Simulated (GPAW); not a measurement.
**N K ELNES/XANES of TaN (Fm-3m) from DFT**

Aim: the near-edge shape at the N K edge of TaN (Fm-3m), and what the core hole does to it.

Program: GPAW 26.7.0. Level of theory: X-ray absorption from dipole matrix elements to empty bands, plane-wave PAW LDA, without spin-orbit coupling. Results are calculated unless marked as measured.

### Step 1. Starting point

Symmetry: Fm-3m, No. 225, cubic system. The conventional cell has a = 4.358 Å, b = 4.358 Å, c = 4.358 Å, α = 90.00°, β = 90.00°, γ = 90.00°. Ta has 6 N at 2.18 Å nearest. Nearest to N lie 6 Ta at 2.18 Å. Farther neighbours and most contacts between anions are not listed.

As a file:

```xyz
2
Lattice="0.0000 2.1790 2.1790 2.1790 0.0000 2.1790 2.1790 2.1790 0.0000" Properties=species:S:1:pos:R:3 pbc="T T T"
Ta    2.1790    2.1790    2.1790
N     0.0000    0.0000    0.0000
```

### Step 2. Ground state of the crystal

The ground state comes first: it tells whether the system has a gap, which decides how the excited electron is treated.

File scf.py:

```python
import numpy as np
from ase import Atoms
from ase.parallel import parprint, paropen
from gpaw import GPAW, PW, FermiDirac, Mixer, MixerDif, setup_paths
from gpaw.test import gen
setup_paths.insert(0, '.')
gen('N', name='nch1s', xcname='LDA', corehole=(1, 0, 0), write_xml=True)
from gpaw.mpi import world
world.barrier()

atoms = Atoms('TaN',
    cell=[[0, 2.179, 2.179],
     [2.179, 0, 2.179],
     [2.179, 2.179, 0]],
    scaled_positions=[[0.5, 0.5, 0.5],
     [0, 0, 0]],
    pbc=True)
atoms.calc = calc = GPAW(legacy_gpaw=True, mode=PW(500), xc='LDA', setups={1: 'nch1s'},
    kpts={'size': (10, 10, 10), 'gamma': True}, occupations=FermiDirac(0.05),
    charge=0, mixer=Mixer(0.1, 5, 50), maxiter=150,
    convergence={'density': 0.0001}, txt='scf.txt')
energy = atoms.get_potential_energy() + calc.get_reference_energy()
ef = calc.get_fermi_level()
out = dict(energy=energy, fermi=ef, forces=atoms.get_forces().tolist())
parprint(f'all-electron energy {energy:.4f} eV, Fermi level {ef:.4f} eV')
ev = np.array([[calc.get_eigenvalues(k, s) for k in range(len(calc.get_ibz_k_points()))] for s in range(calc.get_number_of_spins())])
out['homo'], out['lumo'], out['counts'] = ev[ev < ef].max(), ev[ev > ef].min(), sorted(set((ev < ef).sum((0, 2)).tolist()))
out['filled'] = (ev[:, 0] < ef).sum(1).tolist()
import json
with paropen('out.json', 'w') as f:
    json.dump(out, f)
```

The run is started by

```
> OMP_NUM_THREADS=1 mpirun -n 4 gpaw python scf.py
```

Numbers of over 12 decimals in the logs are rounded to 6 here.

Log:

```text
Input parameters:
  convergence: {density: 0.0001}
  kpts: {gamma: True,
         size: (10, 10, 10)}
  maxiter: 150
  mixer: {backend: pulay,
          beta: 0.1,
          method: separate,
          nmaxold: 5,
          weight: 50}
  mode: {ecut: 500.0,
         name: pw}
  occupations: {fixmagmom: False,
                name: fermi-dirac,
                width: 0.05}
  setups: {1: nch1s}

Initialize ...

[... PAW data sets ...]

Reference energy: -425393.194025  # eV

Spin-paired calculation

[... convergence settings ...]
Symmetries present (total): 48
  [... symmetry matrices ...]

1000 k-points: 10 x 10 x 10 Monkhorst-Pack grid + [1/20,1/20,1/20]
47 k-points in the irreducible part of the Brillouin zone
       k-points in crystal coordinates                weights
   0:     0.00000000    0.00000000    0.00000000          1/1000
   1:     0.10000000    0.10000000    0.00000000          6/1000
   2:     0.10000000    0.10000000    0.10000000          8/1000
   3:     0.20000000    0.10000000    0.10000000         12/1000
   4:     0.20000000    0.20000000    0.00000000          6/1000
   5:     0.20000000    0.20000000    0.10000000         24/1000
   6:     0.20000000    0.20000000    0.20000000          8/1000
   7:     0.30000000    0.20000000    0.10000000         24/1000
   8:     0.30000000    0.20000000    0.20000000         24/1000
   9:     0.30000000    0.30000000    0.00000000          6/1000
          ...
  46:     0.50000000    0.50000000    0.50000000          4/1000

Wave functions: Plane wave expansion
  Cutoff energy: 500.000 eV
  Number of coefficients (min, max): 512, 544
  Pulay-stress correction: 0.000000 eV/Ang^3 (de/decut=0.000000)
  Using FFTW library
  Wavefunction extrapolation:
    Improved wavefunction reuse through dual PAW basis

Occupation numbers: Fermi-Dirac:
  width: 0.0500  # eV

Eigensolver
   Davidson(niter=2)

Densities:
  Coarse grid: 16*16*16 grid
  Fine grid: 32*32*32 grid
  Total Charge: 0.000000

Density mixing:
  Method: separate
  Backend: pulay
  Linear mixing parameter: 0.1
  old densities: 5
  Width of damping distribution: 1.1
  Damping of long wavelength oscillations: 50

[... Hamiltonian set-up ...]
Number of atoms: 2
Number of atomic orbitals: 17
Number of bands in calculation: 15
Number of valence electrons: 18
Bands to converge: occupied

... initialized

Initializing position-dependent things.

Density initialized from atomic densities
Creating initial wave functions:
  15 bands from LCAO basis set

              Ta

       N

Atomic positions and initial magnetic moments

Positions:
   0 Ta     2.179000    2.179000    2.179000    ( 0.0000,  0.0000,  0.0000)
   1 N      0.000000    0.000000    0.000000    ( 0.0000,  0.0000,  0.0000)

Unit cell:
           periodic     x           y           z      points  spacing
  1. axis:    yes    0.000000    2.179000    2.179000    16     0.1573
  2. axis:    yes    2.179000    0.000000    2.179000    16     0.1573
  3. axis:    yes    2.179000    2.179000    0.000000    16     0.1573

  Lengths:   3.081571   3.081571   3.081571
  Angles:   60.000000  60.000000  60.000000

Effective grid spacing dv^(1/3) = 0.1716

iter:   1   -23.267960
iter:   2   -22.493749   -0.96  -1.02
iter:   3   -21.800034   -1.29  -1.15
iter:   4   -21.796018   -2.54  -1.54
iter:   5   -21.795127c  -2.09  -1.59
iter:   6   -21.787921c  -3.04  -2.16
iter:   7   -21.789227c  -2.74  -2.48
iter:   8   -21.784957c  -3.56  -2.35
iter:   9   -21.784916c  -4.52  -3.50
iter:  10   -21.784898c  -5.61  -3.46
iter:  11   -21.784898c  -7.02  -4.54c
iter:  12   -21.784898c  -8.95c -4.79c

Converged after 12 iterations.

Dipole moment: (-0.000000, -0.000000, -0.000000) |e|*Ang

Energy contributions relative to reference atoms: (reference = -425393.194025)

Kinetic:        +16.084633
Potential:      -15.282992
External:        +0.000000
XC:             -22.273901
Entropy (-ST):   -0.006197
Local:           -0.309539
SIC:             +0.000000
--------------------------
Free energy:    -21.787996
Extrapolated:   -21.784898

Showing only first 2 kpts
 Kpt  Band  Eigenvalues  Occupancy
  0     7     11.81197    2.00000
  0     8     13.46381    2.00000
  0     9     13.46381    2.00000
  0    10     13.46381    2.00000

  1     7     11.27159    2.00000
  1     8     12.98166    2.00000
  1     9     14.53059    2.00000
  1    10     14.53061    2.00000

Fermi level: 15.68897

No gap
No difference between direct/indirect transitions

Forces in eV/Ang:
  0 Ta   -0.00000    0.00000    0.00000
  1 N     0.00000   -0.00000   -0.00000
Scalar-relativistic atomic LDA calculation for N (Nitrogen, Z=7)
Core hole in 1s state (1s occupation: 2.0)
300 radial gridpoints.
|------------------------------------------------|
|------------------------------------------------|
[... the atom generator's iteration count ...]

Energy contributions:
-------------------------
Kinetic:      +53.816217
XC:            -6.142385
Potential:   -101.727472
-------------------------
Total:        -54.053639

state      eigenvalue         ekin         rmax
-----------------------------------------------
1s^2.0 :   -14.019608    21.782698        0.149
2s^2.0 :    -0.676924     2.368146        1.016
2p^3.0 :    -0.265967     1.838177        0.965
-----------------------------------------------
(units: Bohr and Hartree)

Generating PAW setup
Kinetic energy of the core from tauc = 43.592016
Cutoffs:
rc(s)=1.140
rc(p)=1.000
rc(d)=1.090
rc(vbar)=1.120
rc(comp)=1.090
rc(nct)=1.140

Kinetic energy of the core states: 43.565395
Charge: 0.0
Core electrons: 2.0
Valence electrons: 5.0
Pseudo-core charge: 0.013034
Shape function alpha=8.417
Pseudo-electron charge 5.012684
state    eigenvalue         norm
--------------------------------
2s(2) :    -0.676924     1.071713
*s    :     0.323076
2p(3) :    -0.265967     0.952074
*p    :     0.734033
*d    :     0.000000
--------------------------------

Diagonalizing with gridspacing h=0.050

state   all-electron     PAW
-------------------------------
2s:      -0.676924    -0.677975
2p:      -0.265967    -0.268121
*d:                    0.048644
*f:                    0.076426
-------------------------------
all-electron energy -425414.9789 eV, Fermi level 15.6890 eV
```

It took 3.6 s on 4 MPI ranks of Arm Neoverse V2, shared host; peak memory 0.16 GiB; 14 s of CPU time.

The mesh shows no gap, so the system is treated as a metal and the core electron is put at the Fermi level (neutral cell).

### Step 3. Spectrum without a core hole, N atom 2

Without a hole the spectrum is the empty density of states of the right symmetry on the absorber, weighted by matrix elements. It needs only the small cell and serves as the baseline. The data set with a hole of occupation 0 only carries the core orbital.

The absorber has 6 Ta at 2.18 Å (octahedral, site symmetry m-3m).

File xas.py:

```python
import numpy as np
from ase import Atoms
from ase.parallel import parprint, paropen
from gpaw import GPAW, PW, FermiDirac, Mixer, MixerDif, setup_paths
from gpaw.test import gen
setup_paths.insert(0, '.')
gen('N', name='nch1s', xcname='LDA', corehole=(1, 0, 0), write_xml=True)
from gpaw.mpi import world
world.barrier()

atoms = Atoms('TaN',
    cell=[[0, 2.179, 2.179],
     [2.179, 0, 2.179],
     [2.179, 2.179, 0]],
    scaled_positions=[[0.5, 0.5, 0.5],
     [0, 0, 0]],
    pbc=True)
atoms.calc = calc = GPAW(legacy_gpaw=True, mode=PW(500), xc='LDA', setups={1: 'nch1s'},
    kpts={'size': (13, 13, 13), 'gamma': True}, occupations=FermiDirac(0.1),
    charge=0, mixer=Mixer(0.1, 5, 50), maxiter=150,
    convergence={'density': 0.0001}, txt='scf.txt')
energy = atoms.get_potential_energy() + calc.get_reference_energy()
ef = calc.get_fermi_level()
out = dict(energy=energy, fermi=ef, forces=atoms.get_forces().tolist())
parprint(f'all-electron energy {energy:.4f} eV, Fermi level {ef:.4f} eV')
ev = np.array([[calc.get_eigenvalues(k, s) for k in range(len(calc.get_ibz_k_points()))] for s in range(calc.get_number_of_spins())])
out['homo'], out['lumo'], out['counts'] = ev[ev < ef].max(), ev[ev > ef].min(), sorted(set((ev < ef).sum((0, 2)).tolist()))
out['filled'] = (ev[:, 0] < ef).sum(1).tolist()

from ase.units import Ha
from gpaw.xas import dipole_matrix_elements
nb = int(calc.get_number_of_electrons() / 2) + 21
top = nb
nscf = calc.fixed_density(kpts={'size': (12, 12, 12), 'gamma': True},
    convergence={'eigenstates': 1.0}, txt='nscf.txt')
nscf.diagonalize_full_hamiltonian(nbands=nb)
cell = atoms.cell.array
ops = [cell.T @ U.T @ np.linalg.inv(cell.T) for U in nscf.wfs.kd.symmetry.op_scc]
E = np.arange(-25, 34, 0.1)
fwhm = np.interp(E, [4, 25], [0.9, 3.5])
Y, X, zero, highest = 0, 0, 1e9, 1e9
for spin in range(nscf.get_number_of_spins()):
    wfs = nscf.wfs
    A = dipole_matrix_elements(wfs.setups[1])
    eps = np.zeros((wfs.kd.nibzkpts, nb))
    d = np.zeros((3, A.shape[1], wfs.kd.nibzkpts, nb), complex)
    for kpt in wfs.kpt_u:
        if kpt.s == spin and 1 in kpt.P_ani:
            eps[kpt.k] = kpt.eps_n * Ha
            d[:, :, kpt.k] = (kpt.weight * wfs.nspins / 2) ** 0.5 * np.inner(A, kpt.P_ani[1])
    world.sum(eps)
    world.sum(d)
    T = np.einsum('amkn,bmkn->abkn', d, d.conj()).real
    T = sum(np.einsum('ai,ijkn,bj->abkn', R, T, R) for R in ops) / len(ops)
    empty = eps > ef
    zero, highest = min(zero, eps[empty].min()), min(highest, eps[:, top - 1].min())
    lines = [(eps, T, empty)] if spin == 0 else lines + [(eps, T, empty)]
for eps, T, empty in lines:
    f = np.einsum('aakn->akn', T).reshape(3, -1)
    x = eps.ravel() - zero
    w = np.interp(x, E, fwhm) / 2.35482
    g = np.exp(-0.5 * ((E[:, None] - x) / w) ** 2) / (w * (2 * np.pi) ** 0.5)
    Y = Y + (f * empty.ravel()) @ g.T
    X = X + (f * ~empty.ravel()) @ g.T
out.update(E=E.round(2).tolist(), xas=Y.tolist(), xes=X.tolist(), zero=zero, valid=highest - zero, nk=len(eps), nb=nb)
for i in range(0, len(E), 10):
    parprint(f'{E[i]:7.2f}', *(f'{v:10.3e}' for v in Y[:, i]))
import json
with paropen('out.json', 'w') as f:
    json.dump(out, f)
```

The run is started by

```
> OMP_NUM_THREADS=1 mpirun -n 4 gpaw python xas.py
```

Log:

```text
Input parameters:
  convergence: {density: 0.0001}
  kpts: {gamma: True,
         size: (13, 13, 13)}
  maxiter: 150
  mixer: {backend: pulay,
          beta: 0.1,
          method: separate,
          nmaxold: 5,
          weight: 50}
  mode: {ecut: 500.0,
         name: pw}
  occupations: {fixmagmom: False,
                name: fermi-dirac,
                width: 0.1}
  setups: {1: nch1s}

Initialize ...

[...]
*p    :     0.734033
*d    :     0.000000
--------------------------------

Diagonalizing with gridspacing h=0.050

state   all-electron     PAW
-------------------------------
2s:      -0.676924    -0.677975
2p:      -0.265967    -0.268121
*d:                    0.048644
*f:                    0.076426
-------------------------------
all-electron energy -425414.9736 eV, Fermi level 15.6790 eV
[...]
32.00  8.848e-05  8.848e-05  8.848e-05
  33.00  6.001e-05  6.001e-05  6.001e-05
[key lines of the parts left out:]
Converged after 12 iterations.
Dipole moment: (-0.000000, -0.000000, -0.000000) |e|*Ang
Free energy:    -21.790759
Fermi level: 15.67898
```

It took 11 s on 4 MPI ranks; peak memory 0.21 GiB.

The N K spectrum, N atom 2, no core hole (energy from the lowest empty level; intensity scaled to a mean of 1 over the first 20 eV):

```
E (eV)  intensity
  -2.0       0.00
  -1.4       0.00
  -0.8       0.02
  -0.2       0.26
   0.4       0.72
   1.0       1.10
   1.6       1.43
   2.2       1.64
   2.8       1.26
   3.4       1.00
   4.0       0.96
   4.6       1.20
   5.2       1.32
   5.8       1.33
   6.4       1.39
   7.0       1.68
   7.6       1.99
   8.2       1.97
   8.8       1.60
   9.4       1.40
  10.0       1.62
  10.6       1.68
  11.2       1.35
  11.8       0.92
  12.4       0.67
  13.0       0.57
  13.6       0.53
  14.2       0.54
  14.8       0.59
  15.4       0.63
  16.0       0.60
  16.6       0.47
  17.2       0.30
  17.8       0.18
  18.4       0.14
  19.0       0.17
  19.6       0.23
  20.2       0.28
  20.8       0.32
  21.4       0.33
  22.0       0.33
  22.6       0.36
  23.2       0.41
  23.8       0.47
  24.4       0.54
  25.0       0.60
  25.6       0.66
  26.2       0.76
  26.8       0.92
  27.4       1.11
  28.0       1.30
  28.6       1.43
  29.2       1.45
  29.8       1.34
  30.4       1.14
  31.0       0.89
  31.6       0.66
```

Main maxima below 24 eV (height): 2.0 eV (1.67), 5.5 eV (1.35), 7.9 eV (2.04), 10.4 eV (1.71) and 15.5 eV (0.63). A K edge sees empty p states; the first features are N p mixed into the empty d states of the Ta neighbours, and the broad ones above probably into the cations' higher empty bands.

The same matrix elements for filled bands give the N K emission of N atom 2 (ground-state approximation; energy from the lowest empty level, largest value 1):

```
E (eV)  emission
-24.00      0.00
-23.25      0.00
-22.50      0.00
-21.75      0.00
-21.00      0.00
-20.25      0.00
-19.50      0.00
-18.75      0.00
-18.00      0.00
-17.25      0.00
-16.50      0.00
-15.75      0.00
-15.00      0.00
-14.25      0.00
-13.50      0.00
-12.75      0.00
-12.00      0.00
-11.25      0.00
-10.50      0.03
 -9.75      0.12
 -9.00      0.24
 -8.25      0.30
 -7.50      0.73
 -6.75      0.92
 -6.00      0.44
 -5.25      0.24
 -4.50      0.10
 -3.75      0.06
 -3.00      0.07
 -2.25      0.09
 -1.50      0.09
 -0.75      0.11
  0.00      0.06
  0.75      0.00
  1.50      0.00
  2.25      0.00
  3.00      0.00
```

Emission maxima: -7.0 eV (1.00).

### Step 4. Supercell without a hole, the energy reference

The photon energy needs a difference of total energies, so the cell and mesh of the coming hole run are first run without a hole.

Edit scf.py of step 2 so:

```diff
@@ -10,11 +10,35 @@
 
-atoms = Atoms('TaN',
-    cell=[[0, 2.179, 2.179],
-     [2.179, 0, 2.179],
-     [2.179, 2.179, 0]],
-    scaled_positions=[[0.5, 0.5, 0.5],
-     [0, 0, 0]],
+atoms = Atoms('Ta13N13',
+    cell=[[2.179, 0, 6.537],
+     [6.537, 2.179, 0],
+     [0, 6.537, -2.179]],
+    scaled_positions=[[0.42307692, 0.19230769, 0.26923077],
+     [0.5, 0.5, 0.5],
+     [0.57692308, 0.80769231, 0.73076923],
+     [0.80769231, 0.73076923, 0.42307692],
+     [0.96153846, 0.34615385, 0.88461538],
+     [0.19230769, 0.26923077, 0.57692308],
+     [0.65384615, 0.11538462, 0.96153846],
+     [0.88461538, 0.03846154, 0.65384615],
+     [0.11538462, 0.96153846, 0.34615385],
+     [0.03846154, 0.65384615, 0.11538462],
+     [0.26923077, 0.57692308, 0.80769231],
+     [0.73076923, 0.42307692, 0.19230769],
+     [0.34615385, 0.88461538, 0.03846154],
+     [0, 0, 0],
+     [0.07692308, 0.30769231, 0.23076923],
+     [0.15384615, 0.61538462, 0.46153846],
+     [0.38461538, 0.53846154, 0.15384615],
+     [0.53846154, 0.15384615, 0.61538462],
+     [0.76923077, 0.07692308, 0.30769231],
+     [0.23076923, 0.92307692, 0.69230769],
+     [0.46153846, 0.84615385, 0.38461538],
+     [0.69230769, 0.76923077, 0.07692308],
+     [0.61538462, 0.46153846, 0.84615385],
+     [0.84615385, 0.38461538, 0.53846154],
+     [0.30769231, 0.23076923, 0.92307692],
+     [0.92307692, 0.69230769, 0.76923077]],
     pbc=True)
-atoms.calc = calc = GPAW(legacy_gpaw=True, mode=PW(500), xc='LDA', setups={1: 'nch1s'},
-    kpts={'size': (10, 10, 10), 'gamma': True}, occupations=FermiDirac(0.05),
+atoms.calc = calc = GPAW(legacy_gpaw=True, mode=PW(500), xc='LDA', setups={13: 'nch1s'},
+    kpts={'size': (4, 4, 4), 'gamma': True}, occupations=FermiDirac(0.1),
     charge=0, mixer=Mixer(0.1, 5, 50), maxiter=150,
```

The run is started by

```
> OMP_NUM_THREADS=1 mpirun -n 4 gpaw python scf.py
```

Log:

```text
Input parameters:
  convergence: {density: 0.0001}
  kpts: {gamma: True,
         size: (4, 4, 4)}
  maxiter: 150
  mixer: {backend: pulay,
          beta: 0.1,
          method: separate,
          nmaxold: 5,
          weight: 50}
  mode: {ecut: 500.0,
         name: pw}
  occupations: {fixmagmom: False,
                name: fermi-dirac,
                width: 0.1}
  setups: {13: nch1s}

Initialize ...

[...]
2s(2) :    -0.676924     1.071713
*s    :     0.323076
2p(3) :    -0.265967     0.952074
*p    :     0.734033
*d    :     0.000000
--------------------------------

Diagonalizing with gridspacing h=0.050

state   all-electron     PAW
-------------------------------
2s:      -0.676924    -0.677975
2p:      -0.265967    -0.268121
*d:                    0.048644
*f:                    0.076426
-------------------------------
all-electron energy -5530394.6010 eV, Fermi level 15.6384 eV
[key lines of the parts left out:]
Converged after 26 iterations.
Dipole moment: (-0.000000, -0.000000, -0.000000) |e|*Ang
Free energy:   -283.238126
Fermi level: 15.63842
```

Run time: 4 min. Hardware: 4 MPI ranks; peak memory 0.53 GiB; 16 min of CPU time.

Reference energy: -5530394.601 eV with the cores included.

(Part 1 of 3 ends here.)

[Banner, clock and machine lines of the logs are left out without a mark of their own.]

[Logs are printed without paths, hosts, clocks, repeated set-up lines and the standing remarks that a program may print on its own settings, such as how far it seeks lower states.]

[Hosts, paths, dates, database ids (printed as entryN), source tags and the programs' standing remarks are cut or masked in the printed files.]

[Lists of maxima count a maximum above −3 eV only where it reaches 4 % of the highest in the window and stands out from its surroundings by 2 % of it (1.5 % where it reaches 55 %); shoulders and weaker maxima are passed over, and of the rest the first, up to two pre-edge ones and the few strongest are named.]
